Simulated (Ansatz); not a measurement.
# BiP (model cell, started as wurtzite): phonons and vibrational spectra, part 2 of 2

Task: relax BiP (model cell, started as wurtzite), then find its harmonic phonons.

Ansatz 0.2.0; DFT PBE, scalar-relativistic, plane waves, PAW.

So far. Step 3 (Relaxing to small forces for the phonons): The largest force component left is 0.59 meV/Å and the pressure is -0.001 GPa, within the tolerances set. The cell now holds 32.11 Å³/atom. The relaxed cell has a = 4.903, c = 6.170 Å (conventional setting).

The structure was built from a prototype and need not be the compound's stable phase.

**4. The dispersion**

The mesh has a single point along some directions, so zone-edge points there are not solved. Linear response on a 2×2×1 q mesh gives force constants as far as a supercell of that size would.

input.yaml reads:

```yaml
crystal:
  lattice:
    - [4.9030060132, 0.0, 0.0]
    - [-2.4515030066, 4.2461277623, 0.0]
    - [0.0, 0.0, 6.1696790556]
  atoms:
    - { symbol: Bi, position: [0.3333333333, 0.6666666667, -0.0322096011] }
    - { symbol: Bi, position: [0.6666666667, 0.3333333333, 0.4677903989] }
    - { symbol: P, position: [0.3333333333, 0.6666666667, 0.4072096011] }
    - { symbol: P, position: [0.6666666667, 0.3333333333, 0.9072096011] }
kpoints:
  mp_grid: { grid: [10, 10, 4] }
hamiltonian:
  xc: pbe
scf:
  occupations: { method: gaussian, width: 0.02 }
output:
  eigenvalues: true
phonons:
  method: dfpt
  qmesh: [2, 2, 1]
  temperatures: { t_max: 1000, t_step: 50 }
  qpath:
    path:
      - [[0.0, 0.0, 0.0], [0.5, 0.0, 0.0], [0.33333333, 0.33333333, 0.0], [0.0, 0.0, 0.0], [0.0, 0.0, 0.5], [0.5, 0.0, 0.5], [0.33333333, 0.33333333, 0.5], [0.0, 0.0, 0.5]]
      - [[0.5, 0.0, 0.5], [0.5, 0.0, 0.0]]
      - [[0.33333333, 0.33333333, 0.5], [0.33333333, 0.33333333, 0.0]]
    npoints: 10
```

Run with:

```sh
$ ansatz run input.yaml --threads 4 --pin off --max-ram 7168MiB --backend cpu --events-out ev --progress --plain --runs-dir out
```

Numbers of over 12 decimals in the logs are rounded to 6 here.

The log of the run:

```text
[...]
Crystal: 4 atoms, lattice volume = 128.445 Å³
Basis set: ecut = 420 eV, 2475 PW (Γ), exchange–correlation on 72×72×96 points (8 copies of the dense FFT grid, shifted against one another)
Bands: 24, of which v1, the nominal top of the filled ones, is band 20 counted from 1 (19 counted from 0)
Symmetry: 12 space group operations
k-points: 42 of 400 (time reversal used)
[...]
SCF iter   1: F=—  HF=-26303.706300 eV  |F-HF|=—  |Δ(HF+E_count)|=         —  Δρ=2.42e-3  dr2=1.25e-2  ethr=1.77e-3  ⟨swp⟩=7.3  Hψ=5274  notcnv=0
[...]
SCF iter  10: F=-26303.702482 eV  HF=-26303.702482 eV  |F-HF|=7.28e-12  |Δ(HF+E_count)|=  1.27e-10  Δρ=3.69e-8  dr2=1.90e-12  ethr=1.00e-12  ⟨swp⟩=8.3  Hψ=6027  notcnv=0
SCF 1 converged in 10 iterations: F = -26303.702482 eV  dr2 = 1.90e-12
[...]
NSCF: frozen V_eff on 42 k-points
[...]
DFPT response loops at q = (0, 0, 0) (fractional): preconditioner auto → Resta (q_TF=auto, 2.246 Å⁻¹)  ε∞=17.7 (no band partly filled); β = 1.00, the filter's whole step (`scf.mixing.beta` (0.50) is not read by the response loops at its default; to damp them type it under 1.00, their step now; it binds the ground state too); Broyden in place of MSR1
[...]
SCF converged after 10 iterations
Free energy (F): -26303.702482 eV
[...]
Internal energy: -26303.702482 eV  (E = F + TS)
E sigma→0 (E₀):  -26303.702482 eV
Fermi energy:    7.232523 eV
[...]
--- Band table (eV; the first three rows and the last of 42) ---
  k-point 0: bands = [... 16 lower, 3.5506, 5.2464, 5.2751, 5.2751, 7.3349, 7.3349, 9.4287, 9.4287]
  k-point 1: bands = [... 16 lower, 3.7427, 4.9291, 4.9291, 5.9353, 7.5728, 7.5728, 8.6701, 8.9808]
  k-point 2: bands = [... 16 lower, 4.2679, 4.2679, 4.9811, 4.9811, 8.1867, 8.1867, 8.1867, 8.1867]
  k-point 41: bands = [... 16 lower, 5.2392, 5.2392, 6.7156, 6.7156, 7.8536, 7.8536, 8.6509, 8.6509]
--- Phonons (Γ-DFPT): 4 representative perturbations + reference (Σ response iterations 12) ---
  ASR residual: 3.161e-5 → 0.000e0 eV/Å²; symmetrization residual: 1.854e-5 eV/Å²
  ASR residual per site (eV/Å²): 3.16e-5 3.16e-5 1.49e-5 1.49e-5
  Γ frequencies (cm⁻¹): 0.00 0.00 0.00 39.10 39.10 85.78 190.74 190.74 201.89 216.49 216.49 251.65
--- Phonons (arbitrary-q DFPT): 2 irreducible q on the 2×2×1 mesh ---
  q = [0.0000, 0.0000, 0.0000] (star 1, of the zone-centre solve; hermiticity 6.06e-6, symmetrization 1.22e-12): -0.00 -0.00 0.00 39.10 39.10 85.78 190.74 190.74 201.89 216.49 216.49 251.65
  q = [0.0000, -0.5000, 0.0000] (star 3, 6 solved perturbations on 117 of 400 k-point pairs; hermiticity 4.14e-6, symmetrization 7.55e-14): -1.60 49.23 50.72 67.75 85.81 88.34 112.82 135.38 185.77 211.57 228.48 234.92
  sum rule: each row above includes the acoustic sum rule's correction from the zone centre's row sums; it moved no ω² by more than (0.36 cm⁻¹)²
  mesh force constants: q→R imaginary residual 6.17e-18; ASR residual 3.161e-5 → 0.000e0 eV/Å²; symmetrization residual 6.217e-15 eV/Å²
  interpolated dispersion: 93 rows × 12 modes
  density of states and harmonic sums: on the 16×16×10 q-mesh, interpolated from the force constants of a 2×2×1 supercell (no non-analytic term)
  largest difference from the sums on the solved wave vectors: F 3.88e-1 eV, S 5.11e-4 and C_V 1.23e-4 eV/K
  zero-point energy: 0.092683 eV/cell   skipped modes (ω ≤ 0): 22, of them read as no rigid motion or as one in doubt: 19 (7.617e-2 modes/cell left out, lowest -11.27 cm⁻¹)   left out of the sums: 6.45e-3 of the cell's modes: C_V's classical limit lies that fraction below 3 k_B per atom; for a crystal, a wire or a layer, F and S can be off by more, and a phonons.interpolated_qmesh denser along its periods is the remedy for the sampling
```

It took 2 min on 4 threads of Arm Neoverse V1, shared host; peak memory 1.3 GiB; 7.4 min of CPU time.

This step gave:

* sum-rule residual before enforcement: 3.16e-5 eV/Å²
* point group: 6mm
* highest optical mode at the zone centre (no LO-TO term): 251.7 cm⁻¹
* lowest optical zone-centre mode: 39.1 cm⁻¹
* lowest mode on the q mesh (acoustic modes at Γ apart): -1.6 cm⁻¹
* highest frequency at a solved wavevector (no LO-TO term at Γ): 251.7 cm⁻¹

Frequencies (cm⁻¹) solved at each irreducible wavevector; negative means imaginary. Frequencies by wavevector, by row:

```
q in reciprocal lattice units  star  mode 1  mode 2  mode 3  mode 4  mode 10  mode 11  mode 12
                        0 0 0     1       0       0       0    39.1    216.5    216.5    251.7
                     0 -0.5 0     3    -1.6    49.2    50.7    67.8    211.6    228.5    234.9
```

Symmetry leaves 2 wavevectors to solve. The lowest mode among them, the acoustic zeros apart, lies at q = (0, -0.5, 0) and is slightly imaginary, 1.6i cm⁻¹, too near zero to call.

**5. Results**

| Quantity | Value |
| --- | --- |
| space group after relaxation (within 0.01 Å) | P6_3mc |
| volume per atom | 32.1 Å³ |
| gap on the k-mesh | 0.191 eV |
| highest optical mode at the zone centre (no LO-TO term) | 252 cm⁻¹ |
| lowest optical zone-centre mode | 39.1 cm⁻¹ |
| lowest mode on the q mesh (acoustic modes at Γ apart) | -1.6 cm⁻¹ |
| imaginary modes on the 2×2×1 q mesh | one or more, weakly |

What this shows: No mode is clearly imaginary at the 2 irreducible wavevectors solved, but the lowest, 1.6i cm⁻¹, is too near zero to call. Without the field, the optical modes at Γ span 39 to 252 cm⁻¹. The q mesh is too sparse to interpolate, so only the solved wavevectors are given. Where the field response was not run the interpolation lacks the dipole term, so the LO-TO splitting is missing from branches, density of states and sums. Spin-orbit coupling is left out, which can matter for the heavy elements here. The starting cell was built on a prototype and not taken from a measurement, so the phase need not exist. These are harmonic frequencies at zero temperature: anharmonic shifts, linewidths and thermal expansion are left out.

[Logs are printed without paths, hosts, clocks, repeated set-up lines and the standing remarks that a program may print on its own settings, such as how far it seeks lower states.]

[Hosts, paths, dates, database ids (printed as entryN), source tags and the programs' standing remarks are cut or masked in the printed files.]
